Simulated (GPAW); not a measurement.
# Core-hole calculation of the P K edge in zinc-blende (GaP)₁₋ₓ(InP)ₓ at x = 0.75, part 2 of 3

Aim: the P K edge in zinc-blende (GaP)₁₋ₓ(InP)ₓ at x = 0.75, one member of a composition series.

GPAW 26.7.0; X-ray absorption from dipole matrix elements to empty bands, plane-wave PAW PBE.

So far. Step 3 (Ground state of the crystal): The mesh shows a gap of 0.67 eV. The excited electron is kept all the same, so that all members of the series, with or without a gap, are treated alike.

**5. Spectrum with XCH, P atom 2**

The holes are 8.2 Å apart. In GPAW the data set carries the hole's charge, so charge=0 means a charged cell and charge=-1 a neutral one. The excited electron is kept in the cell, where it fills the lowest empty states and screens the hole. After the field has converged, empty bands are computed with the density fixed and the dipole matrix elements are summed.

The absorber has 1 Ga at 2.40 Å and 3 In at 2.53 Å (distorted tetrahedral).

Contents of xas.py:

```python
import numpy as np
from ase import Atoms
from ase.parallel import parprint, paropen
from gpaw import GPAW, PW, FermiDirac, Mixer, MixerDif, setup_paths
from gpaw.test import gen
setup_paths.insert(0, '.')
gen('P', name='fch1s', xcname='PBE', corehole=(1, 0, 1), write_xml=True)
from gpaw.mpi import world
world.barrier()

atoms = Atoms('InPInPInPInPGaPInPInPGaP',
    cell=[[0, 5.7645, 5.7645],
     [5.7645, 0, 5.7645],
     [5.7645, 5.7645, 0]],
    scaled_positions=[[0.9996772, 0.0001613, 0.002122],
     [0.1412105, 0.1191419, 0.1206834],
     [0.9988294, 0.0007079, 0.5003227],
     [0.1239701, 0.1251437, 0.6266394],
     [0.9996709, 0.4989833, 0.9990126],
     [0.1238943, 0.6248679, 0.1250411],
     [0.9994651, 0.5005159, 0.5003085],
     [0.1395023, 0.6206586, 0.6192799],
     [0.5016038, 0.9988016, 0.001137],
     [0.6203676, 0.1209939, 0.1203078],
     [0.4998913, 0.9985334, 0.5002312],
     [0.6151684, 0.1324057, 0.6351273],
     [0.499758, 0.5012303, 0.999447],
     [0.6161795, 0.632888, 0.1350789],
     [0.49963, 0.4980559, 0.5009618],
     [0.6202122, 0.6188925, 0.6198691]],
    pbc=True)
atoms.calc = calc = GPAW(legacy_gpaw=True, mode=PW(400, force_complex_dtype=True), xc='PBE', setups={1: 'fch1s'},
    kpts={'size': (3, 3, 3), 'gamma': True}, occupations=FermiDirac(0.04),
    charge=-1, mixer=Mixer(0.1, 5, 50), maxiter=150,
    convergence={'density': 0.0001, 'eigenstates': 1e-6}, txt='scf.txt')
energy = atoms.get_potential_energy() + calc.get_reference_energy()
ef = calc.get_fermi_level()
out = dict(energy=energy, fermi=ef, forces=atoms.get_forces().tolist())
parprint(f'all-electron energy {energy:.4f} eV, Fermi level {ef:.4f} eV')
ev = np.array([[calc.get_eigenvalues(k, s) for k in range(len(calc.get_ibz_k_points()))] for s in range(calc.get_number_of_spins())])
out['homo'], out['lumo'], out['counts'] = ev[ev < ef].max(), ev[ev > ef].min(), sorted(set((ev < ef).sum((0, 2)).tolist()))
out['filled'] = (ev[:, 0] < ef).sum(1).tolist()

from ase.units import Ha
from gpaw.xas import dipole_matrix_elements
nb = int(calc.get_number_of_electrons() / 2) + 196
top, nb = nb, nb + 8 + nb // 12
nscf = calc.fixed_density(kpts={'size': (4, 4, 4), 'gamma': True}, nbands=nb,
    convergence={'bands': top, 'eigenstates': 5e-3}, maxiter=60, txt='nscf.txt')
cell = atoms.cell.array
ops = [cell.T @ U.T @ np.linalg.inv(cell.T) for U in nscf.wfs.kd.symmetry.op_scc]
filled = [62]  # bands filled in the ground state, by spin
E = np.arange(-6, 30, 0.1)
fwhm = np.interp(E, [4, 25], [0.9, 3.5])
Y, X, zero, highest = 0, 0, 1e9, 1e9
for spin in range(nscf.get_number_of_spins()):
    wfs = nscf.wfs
    mine = wfs.bd.get_slice()  # this rank's bands
    A = dipole_matrix_elements(wfs.setups[1])
    eps = np.zeros((wfs.kd.nibzkpts, nb))
    d = np.zeros((3, A.shape[1], wfs.kd.nibzkpts, nb), complex)
    for kpt in wfs.kpt_u:
        if kpt.s == spin and 1 in kpt.P_ani:
            eps[kpt.k, mine] = kpt.eps_n * Ha
            d[:, :, kpt.k, mine] = (kpt.weight * wfs.nspins / 2) ** 0.5 * np.inner(A, kpt.P_ani[1])
    world.sum(eps)
    world.sum(d)
    T = np.einsum('amkn,bmkn->abkn', d, d.conj()).real
    T = sum(np.einsum('ai,ijkn,bj->abkn', R, T, R) for R in ops) / len(ops)
    empty = np.ones_like(eps, bool) & (np.arange(nb) >= filled[spin])
    zero, highest = min(zero, eps[empty].min()), min(highest, eps[:, top - 1].min())
    lines = [(eps, T, empty)] if spin == 0 else lines + [(eps, T, empty)]
for eps, T, empty in lines:
    f = np.einsum('aakn->akn', T).reshape(3, -1)
    x = eps.ravel() - zero
    w = np.interp(x, E, fwhm) / 2.35482
    g = np.exp(-0.5 * ((E[:, None] - x) / w) ** 2) / (w * (2 * np.pi) ** 0.5)
    Y = Y + (f * empty.ravel()) @ g.T
    X = X + (f * ~empty.ravel()) @ g.T
out.update(E=E.round(2).tolist(), xas=Y.tolist(), xes=X.tolist(), zero=zero, valid=highest - zero, nk=len(eps), nb=nb)
for i in range(0, len(E), 10):
    parprint(f'{E[i]:7.2f}', *(f'{v:10.3e}' for v in Y[:, i]))
import json
with paropen('out.json', 'w') as f:
    json.dump(out, f)
```

Command:

```console
> OMP_NUM_THREADS=1 mpirun -n 4 gpaw python xas.py
```

Numbers of over 12 decimals in the logs are rounded to 6 here.

Output:

```text
Input parameters:
  charge: -1
  convergence: {density: 0.0001,
                eigenstates: 1e-06}
  kpts: {gamma: True,
         size: (3, 3, 3)}
  maxiter: 150
  mixer: {backend: pulay,
          beta: 0.1,
          method: separate,
          nmaxold: 5,
          weight: 50}
  mode: {ecut: 400.0,
         force_complex_dtype: True,
         name: pw}
  occupations: {fixmagmom: False,
                name: fermi-dirac,
                width: 0.04}
  setups: {1: fch1s}
  xc: PBE

Initialize ...

[... PAW data sets ...]

Reference energy: -1137879.142403  # eV

Spin-paired calculation

[... convergence settings ...]
Symmetries present (total): 1
  [... symmetry matrices ...]

27 k-points: 3 x 3 x 3 Monkhorst-Pack grid
14 k-points in the irreducible part of the Brillouin zone
       k-points in crystal coordinates                weights
   0:     0.00000000    0.00000000    0.00000000          1/27
   1:     0.00000000    0.00000000    0.33333333          2/27
   2:     0.00000000    0.33333333   -0.33333333          2/27
   3:     0.00000000    0.33333333    0.00000000          2/27
   4:     0.00000000    0.33333333    0.33333333          2/27
   5:     0.33333333   -0.33333333   -0.33333333          2/27
   6:     0.33333333   -0.33333333    0.00000000          2/27
   7:     0.33333333   -0.33333333    0.33333333          2/27
   8:     0.33333333    0.00000000   -0.33333333          2/27
   9:     0.33333333    0.00000000    0.00000000          2/27
          ...
  13:     0.33333333    0.33333333    0.33333333          2/27

Wave functions: Plane wave expansion
  Cutoff energy: 400.000 eV
  Number of coefficients (min, max): 6879, 6975
  Pulay-stress correction: 0.000000 eV/Ang^3 (de/decut=0.000000)
  Using FFTW library
  Wavefunction extrapolation:
    Improved wavefunction reuse through dual PAW basis

Occupation numbers: Fermi-Dirac:
  width: 0.0400  # eV

Eigensolver
   Davidson(niter=2)

Densities:
  Coarse grid: 40*40*40 grid
  Fine grid: 80*80*80 grid
  Total Charge: 0.000000

Density mixing:
  Method: separate
  Backend: pulay
  Linear mixing parameter: 0.1
  old densities: 5
  Width of damping distribution: 1.1
  Damping of long wavelength oscillations: 50

[... Hamiltonian set-up ...]
Number of atoms: 16
Number of atomic orbitals: 94
Number of bands in calculation: 79
Number of valence electrons: 125
Bands to converge: occupied

... initialized

Initializing position-dependent things.

Density initialized from atomic densities
Creating initial wave functions:
  79 bands from LCAO basis set

                                   In

                          In
                               In
                            P
                   In Ga         In
                    P
          In            Ga
                      P

            P              P

                  P
                    P

           P

Atomic positions and initial magnetic moments

Positions:
   0 In     0.013162    5.774871    5.763569    ( 0.0000,  0.0000,  0.0000)
   1 P      1.382473    1.509687    1.500801    ( 0.0000,  0.0000,  0.0000)
   2 In     2.888191    8.641862    5.761833    ( 0.0000,  0.0000,  0.0000)
   3 P      4.333654    4.326888    1.436017    ( 0.0000,  0.0000,  0.0000)
   4 In     8.635197   11.521411    8.638992    ( 0.0000,  0.0000,  0.0000)
   5 P      4.322850    1.434988    4.316240    ( 0.0000,  0.0000,  0.0000)
   6 In     5.769252    8.645445    8.646640    ( 0.0000,  0.0000,  0.0000)
[...]
13 P      4.426945    4.330629    7.200250    ( 0.0000,  0.0000,  0.0000)
  14 Ga     5.758838    5.767911    5.751160    ( 0.0000,  0.0000,  0.0000)
  15 P      7.140841    7.148449    7.142819    ( 0.0000,  0.0000,  0.0000)

Unit cell:
           periodic     x           y           z      points  spacing
  1. axis:    yes    0.000000    5.764500    5.764500    40     0.1664
  2. axis:    yes    5.764500    0.000000    5.764500    40     0.1664
  3. axis:    yes    5.764500    5.764500    0.000000    40     0.1664

  Lengths:   8.152234   8.152234   8.152234
  Angles:   60.000000  60.000000  60.000000

Effective grid spacing dv^(1/3) = 0.1816

iter:   1   -85.313394
iter:   2   -82.486997   -1.55  -1.06
iter:   3   -79.118552   -1.18  -1.12
iter:   4   -79.303677   -2.09  -1.39
iter:   5   -79.018623   -2.27  -1.41
iter:   6   -78.944684   -2.54  -1.84
iter:   7   -78.932874   -3.34  -2.13
iter:   8   -78.933794c  -3.93  -2.74
iter:   9   -78.931106c  -4.34  -2.68
iter:  10   -78.931109c  -5.25  -3.13
iter:  11   -78.931057c  -6.14c -3.22
iter:  12   -78.931011c  -5.69  -3.33
iter:  13   -78.931012c  -6.64c -3.69
iter:  14   -78.931017c  -6.66c -3.75
iter:  15   -78.931022c  -7.00c -3.87
iter:  16   -78.931028c  -7.15c -3.96
iter:  17   -78.931026c  -7.89c -4.28c

Converged after 17 iterations.

Dipole moment: (-22.717189, -20.716583, -20.176582) |e|*Ang

Energy contributions relative to reference atoms: (reference = -1137879.142403)

Kinetic:       +206.796831
Potential:     -192.076032
External:        +0.000000
XC:             -95.432524
Entropy (-ST):   -0.012790
Local:           +1.787094
SIC:             +0.000000
--------------------------
Free energy:    -78.937421
Extrapolated:   -78.931026

Showing only first 2 kpts
 Kpt  Band  Eigenvalues  Occupancy
  0    60      4.84923    2.00000
  0    61      4.85951    2.00000
  0    62      5.24693    2.00000
  0    63      6.06092    1.99996

  1    60      4.53684    2.00000
  1    61      4.56363    2.00000
  1    62      6.10248    1.99989
[...]
Fermi level: 6.49377

No gap
No difference between direct/indirect transitions

Forces in eV/Ang:
  0 In   -0.23488   -0.44705   -0.43745
  1 P    -0.05893    0.07855    0.08687
  2 In    0.41262    0.25647   -0.51208
  3 P    -0.04445    0.00466    0.10317
  4 In    0.41601   -0.49625    0.25368
  5 P    -0.03654    0.10631    0.01270
  6 In    0.13795   -0.05434   -0.06182
[...]
13 P     0.07403   -0.03574   -0.11491
 14 Ga   -0.13094    0.07696    0.08961
 15 P     0.02964   -0.03104   -0.02887
Scalar-relativistic atomic PBE calculation for P (Phosphorus, Z=15)
Core hole in 1s state (1s occupation: 1.0)
450 radial gridpoints.
|------------------------------------------------|
|------------------------------------------------|
[... the atom generator's iteration count ...]

Energy contributions:
-------------------------
Kinetic:     +262.827971
XC:           -18.802338
Potential:   -506.301350
-------------------------
Total:       -262.275717

state      eigenvalue         ekin         rmax
-----------------------------------------------
1s^1.0 :   -82.638549   110.566952        0.067
2s^2.0 :    -7.880838    17.711957        0.400
2p^6.0 :    -6.208215    17.410471        0.328
3s^2.0 :    -0.985623     2.830847        1.423
3p^3.0 :    -0.622564     2.237529        1.549
-----------------------------------------------
(units: Bohr and Hartree)

Generating PAW setup
Kinetic energy of the core from tauc = 251.042791
Cutoffs:
rc(s)=1.800
rc(p)=1.800
rc(d)=1.800
rc(vbar)=1.620
rc(comp)=1.800
rc(nct)=1.800

Kinetic energy of the core states: 250.453690
Charge: 1.0
Core electrons: 9.0
Valence electrons: 5.0
Pseudo-core charge: 0.080239
Shape function alpha=3.086
Pseudo-electron charge 5.484265
state    eigenvalue         norm
--------------------------------
3s(2) :    -0.985623     1.194581
*s    :     0.014377
3p(3) :    -0.622564     1.004954
*p    :     0.377436
*d    :     0.000000
--------------------------------

Diagonalizing with gridspacing h=0.050

state   all-electron     PAW
-------------------------------
3s:      -0.985623    -0.986051
3p:      -0.622564    -0.622827
*d:                   -0.149877
*f:                   -0.018076
-------------------------------
all-electron energy -1137958.0734 eV, Fermi level 6.4938 eV
[...]
27.00  3.194e-06  3.285e-06  3.282e-06
  28.00  2.888e-06  2.936e-06  2.937e-06
  29.00  2.834e-06  2.830e-06  2.832e-06
```

The job ended after 7.5 min (4 MPI ranks of Arm Neoverse V2, shared host; peak memory 0.85 GiB; 30 min of CPU time).

The P K spectrum, P atom 2, excited-electron core hole (neutral cell) (energy from the bottom of the conduction band, which holds the excited electron; intensity scaled to a mean of 1 over the first 20 eV):

| E (eV) | isotropic | ε ∥ x | ε ∥ y |
| --- | --- | --- | --- |
| -2.0 | 0.00 | 0.00 | 0.00 |
| -1.0 | 0.00 | 0.00 | 0.00 |
| 0.0 | 0.02 | 0.02 | 0.02 |
| 1.0 | 0.75 | 0.75 | 0.75 |
| 2.0 | 1.72 | 1.70 | 1.73 |
| 3.0 | 1.39 | 1.38 | 1.39 |
| 4.0 | 2.06 | 2.09 | 2.05 |
| 5.0 | 1.17 | 1.16 | 1.18 |
| 6.0 | 1.30 | 1.31 | 1.30 |
| 7.0 | 1.31 | 1.31 | 1.31 |
| 8.0 | 1.05 | 1.05 | 1.05 |
| 9.0 | 0.84 | 0.83 | 0.85 |
| 10.0 | 0.62 | 0.61 | 0.62 |
| 11.0 | 0.69 | 0.69 | 0.70 |
| 12.0 | 0.89 | 0.89 | 0.89 |
| 13.0 | 1.05 | 1.06 | 1.05 |
| 14.0 | 1.02 | 1.02 | 1.02 |
| 15.0 | 0.91 | 0.91 | 0.91 |
| 16.0 | 0.79 | 0.79 | 0.79 |
| 17.0 | 0.68 | 0.69 | 0.68 |
| 18.0 | 0.63 | 0.64 | 0.63 |
| 19.0 | 0.68 | 0.67 | 0.68 |
| 20.0 | 0.75 | 0.74 | 0.75 |
| 21.0 | 0.78 | 0.78 | 0.77 |
| 22.0 | 0.80 | 0.80 | 0.79 |
| 23.0 | 0.88 | 0.89 | 0.88 |
| 24.0 | 1.00 | 1.01 | 1.00 |
| 25.0 | 1.07 | 1.06 | 1.08 |
| 26.0 | 1.04 | 1.02 | 1.05 |
| 27.0 | 0.93 | 0.92 | 0.94 |
| 28.0 | 0.84 | 0.83 | 0.84 |

Main maxima below 24 eV (height): 2.0 eV (1.72), 3.9 eV (2.10), 6.5 eV (1.52) and 13.3 eV (1.06). A K edge sees empty p states on the absorber.

The total-energy difference is 2155.59 eV. One term is added: -15.96 eV, since the hole is spin-paired here and a spin-polarised one costs that much less in the free atom (computed apart). The photon energy is then 2139.63 eV. The functional leaves an error of a few eV in such absolute values.

**6. Reference energy of the cell**

The absorbing element, whose data set is made anew, changes for the next run, so it gets a reference energy of its own.

Contents of scf.py:

```python
import numpy as np
from ase import Atoms
from ase.parallel import parprint, paropen
from gpaw import GPAW, PW, FermiDirac, Mixer, MixerDif, setup_paths
from gpaw.test import gen
setup_paths.insert(0, '.')
gen('Ga', name='nch1s', xcname='PBE', corehole=(1, 0, 0), write_xml=True)
from gpaw.mpi import world
world.barrier()

atoms = Atoms('InPInPInPInPGaPInPInPGaP',
    cell=[[0, 5.7645, 5.7645],
     [5.7645, 0, 5.7645],
     [5.7645, 5.7645, 0]],
    scaled_positions=[[0.9996772, 0.0001613, 0.002122],
     [0.1412105, 0.1191419, 0.1206834],
     [0.9988294, 0.0007079, 0.5003227],
     [0.1239701, 0.1251437, 0.6266394],
     [0.9996709, 0.4989833, 0.9990126],
     [0.1238943, 0.6248679, 0.1250411],
     [0.9994651, 0.5005159, 0.5003085],
     [0.1395023, 0.6206586, 0.6192799],
     [0.5016038, 0.9988016, 0.001137],
     [0.6203676, 0.1209939, 0.1203078],
     [0.4998913, 0.9985334, 0.5002312],
     [0.6151684, 0.1324057, 0.6351273],
     [0.499758, 0.5012303, 0.999447],
     [0.6161795, 0.632888, 0.1350789],
     [0.49963, 0.4980559, 0.5009618],
     [0.6202122, 0.6188925, 0.6198691]],
    pbc=True)
atoms.calc = calc = GPAW(legacy_gpaw=True, mode=PW(400, force_complex_dtype=True), xc='PBE', setups={14: 'nch1s'},
    kpts={'size': (3, 3, 3), 'gamma': True}, occupations=FermiDirac(0.02),
    charge=0, mixer=Mixer(0.1, 5, 50), maxiter=150,
    convergence={'density': 0.0001, 'eigenstates': 1e-6}, txt='scf.txt')
energy = atoms.get_potential_energy() + calc.get_reference_energy()
ef = calc.get_fermi_level()
out = dict(energy=energy, fermi=ef, forces=atoms.get_forces().tolist())
parprint(f'all-electron energy {energy:.4f} eV, Fermi level {ef:.4f} eV')
ev = np.array([[calc.get_eigenvalues(k, s) for k in range(len(calc.get_ibz_k_points()))] for s in range(calc.get_number_of_spins())])
out['homo'], out['lumo'], out['counts'] = ev[ev < ef].max(), ev[ev > ef].min(), sorted(set((ev < ef).sum((0, 2)).tolist()))
out['filled'] = (ev[:, 0] < ef).sum(1).tolist()
import json
with paropen('out.json', 'w') as f:
    json.dump(out, f)
```

Command:

```console
> OMP_NUM_THREADS=1 mpirun -n 4 gpaw python scf.py
```

Output:

```text
Input parameters:
  convergence: {density: 0.0001,
                eigenstates: 1e-06}
  kpts: {gamma: True,
         size: (3, 3, 3)}
  maxiter: 150
  mixer: {backend: pulay,
          beta: 0.1,
          method: separate,
          nmaxold: 5,
          weight: 50}
  mode: {ecut: 400.0,
         force_complex_dtype: True,
         name: pw}
  occupations: {fixmagmom: False,
                name: fermi-dirac,
[...]
4s(2) :    -0.328732     1.135119
*s    :     0.671268
4p(1) :    -0.094810     1.011555
*p    :     0.905190
*d    :     0.000000
--------------------------------

Diagonalizing with gridspacing h=0.050

state   all-electron     PAW
-------------------------------
4s:      -0.328732    -0.328886
4p:      -0.094810    -0.094897
*d:                    0.028969
*f:                    0.063419
-------------------------------
all-electron energy -1140113.6676 eV, Fermi level 5.3126 eV
[key lines of the parts left out:]
Converged after 15 iterations.
Dipole moment: (-22.592144, -20.561167, -20.013806) |e|*Ang
Free energy:    -68.496547
Fermi level: 5.31258
```

It took 65 s on 4 MPI ranks; peak memory 0.36 GiB.

Reference energy: -1140113.668 eV with the cores included.

(Part 2 of 3 ends here.)

[Banner, clock and machine lines of the logs are left out without a mark of their own.]

[Logs are printed without paths, hosts, clocks, repeated set-up lines and the standing remarks that a program may print on its own settings, such as how far it seeks lower states.]

[Hosts, paths, dates, database ids (printed as entryN), source tags and the programs' standing remarks are cut or masked in the printed files.]

[Lists of maxima count a maximum above −3 eV only where it reaches 4 % of the highest in the window and stands out from its surroundings by 2 % of it (1.5 % where it reaches 55 %); shoulders and weaker maxima are passed over, and of the rest the first, up to two pre-edge ones and the few strongest are named.]
